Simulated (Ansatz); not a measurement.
**Electron scattering at the Σ5 (210) boundary in bcc W**

Aim: the relaxed structure and the specific resistance of the Σ5 (210) boundary in bcc W.

Calculated with Ansatz 0.2.0; Ansatz plane-wave DFT, PBE, PAW files; relaxation of a bicrystal slab with its lowest layers held; PAW set soft_1, in the first sound run; inputs show where later runs differ.

## 1. Set-up

The cell holds 27 atoms: 27 W. Its edges and angles: a = 7.077 Å, b = 3.165 Å, c = 30.107 Å, α = 90.0°, β = 90.0°, γ = 90.0°. It derives from W. built on the (2 1 0) plane; 2 overlapping atoms removed and the grains opened by 0 Å. Vacuum lies along c.

## 2. Relaxing the bicrystal

The boundary is built by mirroring the lower grain in the boundary plane and removing any atoms that overlap. A thin bicrystal slab is relaxed first, with the lowest layers held and the upper grain free to shift and open.

input.yaml reads:

```yaml
crystal:
  lattice:
    - [7.0767079352, 0.0, 0.0]
    - [0.0, 3.1648, 0.0]
    - [0.0, 0.0, 30.1071114245]
  atoms:
    - { symbol: W, position: [0.3999999999, 0.0, 0.1660737202] }
    - { symbol: W, position: [0.6999999999, 0.5, 0.1895788245] }
    - { symbol: W, position: [0.9999999999, 0.0, 0.2130839288] }
    - { symbol: W, position: [0.2999999999, 0.5, 0.2365890331] }
    - { symbol: W, position: [0.6, 0.0, 0.2600941373] }
    - { symbol: W, position: [0.9, 0.5, 0.2835992416] }
    - { symbol: W, position: [0.2, 0.0, 0.3071043459] }
    - { symbol: W, position: [0.5, 0.5, 0.3306094502] }
    - { symbol: W, position: [0.8, 0.0, 0.3541145545] }
    - { symbol: W, position: [0.1, 0.5, 0.3776196587] }
    - { symbol: W, position: [0.4, 0.0, 0.401124763] }
    - { symbol: W, position: [0.7, 0.5, 0.4246298673] }
    - { symbol: W, position: [0.0, 0.0, 0.4481349716] }
    - { symbol: W, position: [0.4, 0.0, 0.4951451801] }
    - { symbol: W, position: [0.1, 0.5, 0.5186502844] }
    - { symbol: W, position: [0.8, 0.0, 0.5421553887] }
    - { symbol: W, position: [0.5, 0.5, 0.5656604929] }
    - { symbol: W, position: [0.2, 0.0, 0.5891655972] }
    - { symbol: W, position: [0.9, 0.5, 0.6126707015] }
    - { symbol: W, position: [0.6, 0.0, 0.6361758058] }
    - { symbol: W, position: [0.2999999999, 0.5, 0.6596809101] }
    - { symbol: W, position: [0.9999999999, 0.0, 0.6831860143] }
    - { symbol: W, position: [0.6999999999, 0.5, 0.7066911186] }
    - { symbol: W, position: [0.3999999999, 0.0, 0.7301962229] }
    - { symbol: W, position: [0.0999999999, 0.5, 0.7537013272] }
    - { symbol: W, position: [0.7999999999, 0.0, 0.7772064314] }
    - { symbol: W, position: [0.4999999999, 0.5, 0.8007115357] }
kpoints:
  mp_grid: { grid: [4, 7, 1] }
hamiltonian:
  xc: pbe
  pseudopotentials: { kind: paw, azcp: { folder: soft_1 } }
scf:
  occupations: { method: fermi_dirac, width: 0.1 }
relax:
  f_tol: 0.03
  max_steps: 80
  constraints: [{ sites: [0, 1, 2, 3, 4] }]
```

Launch:

```console
ansatz run input.yaml --threads 8 --pin off --max-ram 15360MiB --backend cpu --events-out ev --progress --plain --runs-dir out
```

Numbers of over 12 decimals in the logs are rounded to 6 here.

Log:

```text
Engine: ansatz 0.2.0, x86_64-unknown-linux-gnu
Pseudopotentials: kind: paw
Pseudopotential: W, paw, valence charge 14, recommended cutoff 420 eV (normal), soft_1/W.paw.azcp
Functional definition: PBE
  parameter kappa = 0.804
  parameter beta = 0.066725
  exchange = pbe_x(kappa = kappa, mu = beta*pi^2/3)
  correlation = pbe_c(beta = beta)
Crystal: 27 atoms, lattice volume = 674.290 Å³
Basis set: ecut = 420 eV, 13145 PW (Γ), exchange–correlation on 96×48×432 points (8 copies of the dense FFT grid, shifted against one another)
Bands: 227, of which v1, the nominal top of the filled ones, is band 189 counted from 1 (188 counted from 0)
Symmetry: 2 space group operations
Space group: Pm (ITA 6), of the structure as read, at distance tolerance 8.8e-5 Å
k-points: 12 of 28 (time reversal used)
Non-local potential: W, projectors of the file, l = 0: 3, l = 1: 2, l = 2: 2, l = 3: 1
PAW form: soft (Blöchl's): semilocal exchange-correlation on the pseudo side does not see the compensation charge
PAW one-centre angular grid: W, 590 points (default); XC on 64 Gauss nodes
Initial density: superposition of atomic densities (neutral atoms: chi_scale 0, normalization atom)
Initial wavefunctions: pseudopotential atomic-orbital guess
Functional: x = pbe(κ = 0.804, μ = 0.219515), c = pbe(β = 0.066725)
SCF iter   1: F=—  HF=-280416.311229 eV  |F-HF|=—  |Δ(HF+E_count)|=         —  Δρ=5.69e-2  dr2=2.12e2  ethr=3.10e-3  ⟨swp⟩=8.2  Hψ=11956  notcnv=0
preconditioner: auto → LDOS  [metal: Δε(μ)=0.005 eV  Ē_g=4.997 eV  σ=0.100 eV  W_gap=0.01  n_scr=176 (ndim 8)  ℏωp=18.2 eV  f_vac=0.282  D(μ)=20.98/eV (n_scr^D=156)  β→1.0]
SCF iter   2: F=—  HF=-280409.836186 eV  |F-HF|=—  |Δ(HF+E_count)|=    6.48e0  Δρ=4.03e-2  dr2=1.24e2  ethr=3.10e-3  ⟨swp⟩=4.2  Hψ=7143  notcnv=0  defer=4
SCF iter   3: F=—  HF=-280405.151645 eV  |F-HF|=—  |Δ(HF+E_count)|=    4.68e0  Δρ=8.51e-3  dr2=2.01e0  ethr=3.10e-3  ⟨swp⟩=3.8  Hψ=5893  notcnv=0  defer=6
SCF iter   4: F=—  HF=-280404.870550 eV  |F-HF|=—  |Δ(HF+E_count)|=   2.81e-1  Δρ=2.64e-3  dr2=8.44e-2  ethr=5.32e-4  ⟨swp⟩=3.0  Hψ=4355  notcnv=0  defer=6
SCF iter   5: F=—  HF=-280404.866005 eV  |F-HF|=—  |Δ(HF+E_count)|=   4.54e-3  Δρ=1.19e-3  dr2=5.65e-2  ethr=2.23e-5  ⟨swp⟩=3.0  Hψ=5239  notcnv=0  defer=6
SCF iter   6: F=—  HF=-280404.862750 eV  |F-HF|=—  |Δ(HF+E_count)|=   3.25e-3  Δρ=4.44e-4  dr2=9.00e-3  ethr=1.49e-5  ⟨swp⟩=2.0  Hψ=3472  notcnv=0  defer=6
SCF iter   7: F=—  HF=-280404.863837 eV  |F-HF|=—  |Δ(HF+E_count)|=   1.09e-3  Δρ=1.27e-4  dr2=3.62e-4  ethr=2.38e-6  ⟨swp⟩=2.0  Hψ=3390  notcnv=0  defer=6
SCF iter   8: F=—  HF=-280404.863876 eV  |F-HF|=—  |Δ(HF+E_count)|=   3.89e-5  Δρ=4.35e-5  dr2=3.16e-5  ethr=9.58e-8  ⟨swp⟩=2.8  Hψ=4046  notcnv=0  defer=6
SCF iter   9: F=-280404.863878 eV  HF=-280404.863882 eV  |F-HF|=3.53e-6  |Δ(HF+E_count)|=   6.11e-6  Δρ=1.42e-5  dr2=5.73e-6  ethr=5.95e-9  ⟨swp⟩=5.2  Hψ=8799  notcnv=0
SCF 1 converged in 9 iterations: F = -280404.863878 eV  dr2 = 5.73e-6
  greatest PAW one-centre occupation: 0.999 electrons in one spin orbital (limit 2), on the W atom at site 14 (counted from 0), in its partial waves of l = 0
relax step   1: F+E_penalty+E_count = -280404.86387818 eV  Δ(F+E_penalty+E_count) = +0.000e0 eV  max|allowed force component| = 1.820e0 eV/Å  Δτ_max = 0.0000 Å  (9 SCF iters, dr2 threshold 2.25e-5 eV, accepted)
Initial density: handed on by an earlier stage of this run
Initial wavefunctions: those handed on with the density
iter 1 solved again at ethr=7.97e-4 eV; its pass at ethr=3.10e-3 eV (dr2=3.01e0 eV) is discarded
SCF iter   1: F=—  HF=-280405.755028 eV  |F-HF|=—  |Δ(HF+E_count)|=         —  Δρ=1.08e-2  dr2=3.17e0  ethr=7.97e-4  ⟨swp⟩=1.7  Hψ=9287  notcnv=0  defer=4
preconditioner: auto → LDOS  [metal: Δε(μ)=0.002 eV  Ē_g=4.610 eV  σ=0.100 eV  W_gap=0.01  n_scr=176 (ndim 8)  ℏωp=18.2 eV  f_vac=0.289  D(μ)=19.26/eV (n_scr^D=138)  β→1.0]
SCF iter   2: F=—  HF=-280405.622431 eV  |F-HF|=—  |Δ(HF+E_count)|=   1.33e-1  Δρ=5.33e-3  dr2=7.74e-1  ethr=7.97e-4  ⟨swp⟩=3.9  Hψ=4425  notcnv=0  defer=4
SCF iter   3: F=—  HF=-280405.529160 eV  |F-HF|=—  |Δ(HF+E_count)|=   9.33e-2  Δρ=1.85e-3  dr2=8.54e-2  ethr=2.05e-4  ⟨swp⟩=2.7  Hψ=4684  notcnv=0  defer=5
SCF iter   4: F=—  HF=-280405.515713 eV  |F-HF|=—  |Δ(HF+E_count)|=   1.34e-2  Δρ=3.71e-4  dr2=2.67e-3  ethr=2.26e-5  ⟨swp⟩=3.0  Hψ=5033  notcnv=0  defer=6
SCF iter   5: F=—  HF=-280405.515590 eV  |F-HF|=—  |Δ(HF+E_count)|=   1.22e-4  Δρ=1.24e-4  dr2=2.47e-4  ethr=7.05e-7  ⟨swp⟩=2.5  Hψ=4415  notcnv=0  defer=6
SCF iter   6: F=-280405.515626 eV  HF=-280405.515640 eV  |F-HF|=1.35e-5  |Δ(HF+E_count)|=   4.93e-5  Δρ=5.20e-5  dr2=4.61e-5  ethr=2.65e-8  ⟨swp⟩=2.9  Hψ=9698  notcnv=0
SCF 2 converged in 6 iterations: F = -280405.515626 eV  dr2 = 4.61e-5
  greatest PAW one-centre occupation: 0.999 electrons in one spin orbital (limit 2), on the W atom at site 9 (counted from 0), in its partial waves of l = 0
relax step   2: F+E_penalty+E_count = -280405.51562627 eV  Δ(F+E_penalty+E_count) = -6.517e-1 eV  max|allowed force component| = 9.287e-1 eV/Å  Δτ_max = 0.2000 Å  (6 SCF iters, dr2 threshold 1.00e-4 eV, accepted)
SCF iter   1: F=—  HF=-280406.081523 eV  |F-HF|=—  |Δ(HF+E_count)|=         —  Δρ=1.66e-2  dr2=1.80e1  ethr=3.10e-3  ⟨swp⟩=5.4  Hψ=7086  notcnv=0  defer=4
preconditioner: auto → LDOS  [metal: Δε(μ)=0.018 eV  Ē_g=4.644 eV  σ=0.100 eV  W_gap=0.05  n_scr=176 (ndim 8)  ℏωp=18.2 eV  f_vac=0.295  D(μ)=19.65/eV (n_scr^D=140)  β→1.0]
SCF iter   2: F=—  HF=-280405.790572 eV  |F-HF|=—  |Δ(HF+E_count)|=   2.91e-1  Δρ=4.14e-3  dr2=3.89e-1  ethr=3.10e-3  ⟨swp⟩=2.0  Hψ=3397  notcnv=0  defer=3
SCF iter   3: F=—  HF=-280405.766044 eV  |F-HF|=—  |Δ(HF+E_count)|=   2.45e-2  Δρ=2.80e-3  dr2=1.71e-1  ethr=1.03e-4  ⟨swp⟩=3.1  Hψ=5871  notcnv=0  defer=3
SCF iter   4: F=—  HF=-280405.738142 eV  |F-HF|=—  |Δ(HF+E_count)|=   2.79e-2  Δρ=8.89e-4  dr2=1.44e-2  ethr=4.53e-5  ⟨swp⟩=2.0  Hψ=3778  notcnv=0  defer=3
SCF iter   5: F=—  HF=-280405.737089 eV  |F-HF|=—  |Δ(HF+E_count)|=   1.05e-3  Δρ=1.82e-4  dr2=9.41e-4  ethr=3.81e-6  ⟨swp⟩=2.0  Hψ=4649  notcnv=0  defer=3
SCF iter   6: F=—  HF=-280405.737039 eV  |F-HF|=—  |Δ(HF+E_count)|=   5.00e-5  Δρ=7.12e-5  dr2=1.00e-4  ethr=2.49e-7  ⟨swp⟩=2.0  Hψ=4043  notcnv=0  defer=3
SCF iter   7: F=-280405.737022 eV  HF=-280405.737027 eV  |F-HF|=4.40e-6  |Δ(HF+E_count)|=   1.21e-5  Δρ=2.23e-5  dr2=7.39e-6  ethr=1.43e-8  ⟨swp⟩=2.7  Hψ=10378  notcnv=0
SCF 3 converged in 7 iterations: F = -280405.737022 eV  dr2 = 7.39e-6
relax step   3: F+E_penalty+E_count = -280405.73702220 eV  Δ(F+E_penalty+E_count) = -2.214e-1 eV  max|allowed force component| = 6.089e-1 eV/Å  Δτ_max = 0.2000 Å  (7 SCF iters, dr2 threshold 5.39e-5 eV, accepted)
[...]
relax step   4: F+E_penalty+E_count = -280405.80343156 eV  Δ(F+E_penalty+E_count) = -6.641e-2 eV  max|allowed force component| = 2.725e-1 eV/Å  Δτ_max = 0.1231 Å  (6 SCF iters, dr2 threshold 9.65e-5 eV, accepted)
[...]
relax step   5: F+E_penalty+E_count = -280405.81090118 eV  Δ(F+E_penalty+E_count) = -7.470e-3 eV  max|allowed force component| = 3.840e-1 eV/Å  Δτ_max = 0.1015 Å  (7 SCF iters, dr2 threshold 1.49e-5 eV, accepted)
[...]
relax step   6: F+E_penalty+E_count = -280405.82365599 eV  Δ(F+E_penalty+E_count) = -1.275e-2 eV  max|allowed force component| = 2.249e-1 eV/Å  Δτ_max = 0.1311 Å  (6 SCF iters, dr2 threshold 2.95e-5 eV, accepted)
[...]
relax step   7: F+E_penalty+E_count = -280405.83457024 eV  Δ(F+E_penalty+E_count) = -1.091e-2 eV  max|allowed force component| = 6.685e-2 eV/Å  Δτ_max = 0.0537 Å  (5 SCF iters, dr2 threshold 1.73e-5 eV, accepted)
[...]
relax step   8: F+E_penalty+E_count = -280405.83579212 eV  Δ(F+E_penalty+E_count) = -1.222e-3 eV  max|allowed force component| = 6.276e-2 eV/Å  Δτ_max = 0.0282 Å  (8 SCF iters, accepted)
[...]
relax step   9: F+E_penalty+E_count = -280405.83674315 eV  Δ(F+E_penalty+E_count) = -9.510e-4 eV  max|allowed force component| = 3.510e-2 eV/Å  Δτ_max = 0.0215 Å  (7 SCF iters, accepted)
SCF iter   1: F=—  HF=-280405.838993 eV  |F-HF|=—  |Δ(HF+E_count)|=         —  Δρ=2.21e-3  dr2=2.46e-2  ethr=7.28e-5  ⟨swp⟩=3.8  Hψ=5409  notcnv=0  defer=1
preconditioner: auto → LDOS  [metal: Δε(μ)=0.027 eV  Ē_g=4.648 eV  σ=0.100 eV  W_gap=0.07  n_scr=176 (ndim 8)  ℏωp=18.2 eV  f_vac=0.296  D(μ)=18.38/eV (n_scr^D=122)  β→1.0]
SCF iter   2: F=—  HF=-280405.837167 eV  |F-HF|=—  |Δ(HF+E_count)|=   1.83e-3  Δρ=6.63e-4  dr2=5.94e-3  ethr=6.50e-6  ⟨swp⟩=2.1  Hψ=5107  notcnv=0  defer=1
SCF iter   3: F=—  HF=-280405.836163 eV  |F-HF|=—  |Δ(HF+E_count)|=   1.00e-3  Δρ=1.94e-4  dr2=6.52e-4  ethr=1.57e-6  ⟨swp⟩=2.7  Hψ=4780  notcnv=0  defer=1
SCF iter   4: F=—  HF=-280405.836056 eV  |F-HF|=—  |Δ(HF+E_count)|=   1.06e-4  Δρ=5.87e-5  dr2=7.58e-5  ethr=1.72e-7  ⟨swp⟩=3.0  Hψ=5456  notcnv=0  defer=1
SCF iter   5: F=—  HF=-280405.837083 eV  |F-HF|=—  |Δ(HF+E_count)|=   1.03e-3  Δρ=1.92e-5  dr2=4.11e-6  ethr=2.01e-8  ⟨swp⟩=2.0  Hψ=4685  notcnv=0  defer=1
SCF iter   6: F=—  HF=-280405.837083 eV  |F-HF|=—  |Δ(HF+E_count)|=   9.49e-8  Δρ=6.59e-6  dr2=5.88e-7  ethr=1.09e-9  ⟨swp⟩=2.7  Hψ=5084  notcnv=0  defer=1
SCF iter   7: F=—  HF=-280405.837083 eV  |F-HF|=—  |Δ(HF+E_count)|=   2.13e-7  Δρ=2.89e-6  dr2=1.51e-7  ethr=2.65e-11  ⟨swp⟩=5.8  Hψ=10053  notcnv=0
SCF iter   8: F=-280405.837083 eV  HF=-280405.837083 eV  |F-HF|=5.65e-9  |Δ(HF+E_count)|=   3.40e-8  Δρ=7.79e-7  dr2=1.07e-8  ethr=2.65e-11  ⟨swp⟩=5.0  Hψ=8671  notcnv=0
SCF 10 converged in 8 iterations: F = -280405.837083 eV  dr2 = 1.07e-8
relax step  10: F+E_penalty+E_count = -280405.83708299 eV  Δ(F+E_penalty+E_count) = -3.398e-4 eV  max|allowed force component| = 2.270e-2 eV/Å  Δτ_max = 0.0281 Å  (8 SCF iters, accepted)
SCF converged after 8 iterations
Free energy (F): -280405.837083 eV
Harris-Foulkes:  -280405.837083 eV  (|F-HF|=5.65e-9)
Internal energy: -280405.222596 eV  (E = F + TS)
E sigma→0 (E₀):  -280405.529839 eV
Entropy (-TS):   -0.614487 eV (-22.759 meV/atom)
Fermi energy:    12.664245 eV
--- Per-component energies (eV) ---
  E_band       = -5875.477334
  E_kinetic    = 11350.685362
  E_local      = -352852.141054  (includes V_loc(G=0)·N_el)
  E_nonlocal   = -680.228851
  E_hartree    = 173454.055441
  E_xc         = -7205.596778
  E_vxc        = -6216.452196  (∫ρ·V_xc dr)
  E_paw        = -231600.432895  (= ΣΔE_a)
  E_vpaw       = -4385.456232  (= ΣTr[D̂ρ^β])
  E_aug_tail   = 0.004024  (compensation charges beyond the density's cutoff)
  E_ewald      = 127128.432156
  E_smearing   = -0.614487  (= −TS)
  E_closure    = -0.000000  (closes the sum)
  Σ components = -280405.837083   (vs F -280405.837083, Δ=0.00e0)
--- Forces (eV/Å), atoms counted from 1 ---
  atom   1  W      0.74981619    -0.00000000     1.79082369
  atom   2  W     -0.91342266     0.00000000     0.10838908
  atom   3  W     -0.16232838     0.00000000    -0.33218952
  atom   4  W      0.15580701    -0.00000000    -1.25203658
  atom   5  W      0.17110458    -0.00000000    -0.32518812
  atom   6  W     -0.00272306     0.00000000     0.00577678
  atom   7  W      0.00860295    -0.00000000    -0.00245276
  atom   8  W      0.00572597    -0.00000000     0.00028792
  atom   9  W     -0.00442732     0.00000000     0.00911191
  atom  10  W      0.00641748    -0.00000000     0.00207036
  atom  11  W     -0.00180581     0.00000000    -0.00143361
  atom  12  W     -0.00462008    -0.00000000     0.00886326
  atom  13  W     -0.00977655     0.00000000    -0.00239958
  atom  14  W      0.00678230     0.00000000    -0.00266938
  atom  15  W      0.00956296     0.00000000    -0.01742476
  atom  16  W     -0.00117094    -0.00000000     0.01305416
  atom  17  W     -0.02270105     0.00000000    -0.00634294
  atom  18  W     -0.00788173    -0.00000000    -0.00356471
  atom  19  W      0.00678640    -0.00000000     0.02253234
  atom  20  W     -0.00285742    -0.00000000    -0.01469244
  atom  21  W     -0.00286701     0.00000000    -0.00617298
  atom  22  W      0.01364063     0.00000000     0.01449893
  atom  23  W      0.00410476    -0.00000000    -0.01007474
  atom  24  W     -0.00161617     0.00000000     0.00637913
  atom  25  W      0.00329850    -0.00000000     0.00362805
  atom  26  W     -0.01025532     0.00000000    -0.00585249
  atom  27  W      0.00673770    -0.00000000    -0.00290992
  max |Σ_I F_I| component: 6.61e-5 eV/Å
--- Relaxed structure (10 steps of the walk, 10 accepted, 0 SCFs on fresh bases) ---
  F+E_penalty+E_count = -280405.83708299 eV   max|allowed force component| = 2.270e-2 eV/Å
  atoms:
    - { symbol: W, position: [0.3999999999, 0.0, 0.166074] }
    - { symbol: W, position: [0.6999999999, 0.500000, 0.189579] }
    - { symbol: W, position: [1.000000, 0.0, 0.213084] }
    - { symbol: W, position: [0.2999999999, 0.500000, 0.236589] }
    - { symbol: W, position: [0.6, 0.0, 0.2600941373] }
    - { symbol: W, position: [0.899421, 0.500000, 0.283062] }
    - { symbol: W, position: [0.201058, -2.626754176800145e-19, 0.306690] }
    - { symbol: W, position: [0.502057, 0.500000, 0.331722] }
    - { symbol: W, position: [0.797699, 5.712862125563954e-19, 0.356290] }
    - { symbol: W, position: [0.099338, 0.500000, 0.375480] }
    - { symbol: W, position: [0.405280, -1.3107531922152412e-18, 0.401972] }
    - { symbol: W, position: [0.700772, 0.500000, 0.433278] }
    - { symbol: W, position: [0.034710, -8.616938257696302e-18, 0.444675] }
    - { symbol: W, position: [0.391155, 2.1957444146098415e-18, 0.487309] }
    - { symbol: W, position: [0.067188, 0.500000, 0.513910] }
    - { symbol: W, position: [0.761105, 9.655889869328712e-18, 0.530709] }
    - { symbol: W, position: [0.467488, 0.500000, 0.558342] }
    - { symbol: W, position: [0.165801, 8.489937568841137e-18, 0.582849] }
    - { symbol: W, position: [0.863847, 0.500000, 0.604689] }
    - { symbol: W, position: [0.566305, 8.364964645709232e-18, 0.628509] }
    - { symbol: W, position: [0.266732, 0.500000, 0.653036] }
    - { symbol: W, position: [0.965978, 8.44602869278701e-18, 0.676685] }
    - { symbol: W, position: [0.666936, 0.500000, 0.699382] }
    - { symbol: W, position: [0.363595, 9.037605016243086e-18, 0.724386] }
    - { symbol: W, position: [0.060379, 0.500000, 0.747798] }
    - { symbol: W, position: [0.759999, 9.930414652960591e-18, 0.769378] }
    - { symbol: W, position: [0.473965, 0.500000, 0.788796] }
```

It took 6.4 min on 8 threads of Intel Xeon at 2.50GHz (Skylake/Cascade Lake), shared host; peak memory 5.4 GiB.

The steps of the relaxation:

```
step  energy less that of the first step (eV)  largest force component (eV/Å)
   1                                   0.0000                          1.8204
   2                                  -0.6517                          0.9287
   3                                  -0.8731                          0.6089
   4                                  -0.9396                          0.2725
   5                                  -0.9470                          0.3840
   6                                  -0.9598                          0.2249
   7                                  -0.9707                          0.0669
   8                                  -0.9719                          0.0628
   9                                  -0.9729                          0.0351
  10                                  -0.9732                          0.0227
```

The run keeps the 2 symmetry operations that it works with, so distortions that break them were not tested.

The atoms that moved most (Å):

```
atom      dx     dy      dz  length
 W16  -0.275  0.000  -0.345   0.441
 W27  -0.184  0.000  -0.359   0.403
 W26  -0.283  0.000  -0.236   0.368
 W19  -0.256  0.000  -0.240   0.351
 W25  -0.280  0.000  -0.178   0.332
 W20  -0.238  0.000  -0.231   0.332
 W23  -0.234  0.000  -0.220   0.321
 W17  -0.230  0.000  -0.220   0.319
```

Numbers from this step:

```
free energy             : -280405.8371 eV
energy at zero smearing : -280405.5298 eV
Fermi energy            : 12.66 eV
```

The largest force component on a free atom ends at 0.023 eV/Å, under the tolerance of 0.03, after 10 steps.

(Continued in part 2 of 3.)

[Logs are printed without paths, hosts, clocks, repeated set-up lines and the standing remarks that a program may print on its own settings, such as how far it seeks lower states.]

[Hosts, paths, dates, database ids (printed as entryN), source tags and the programs' standing remarks are cut or masked in the printed files.]
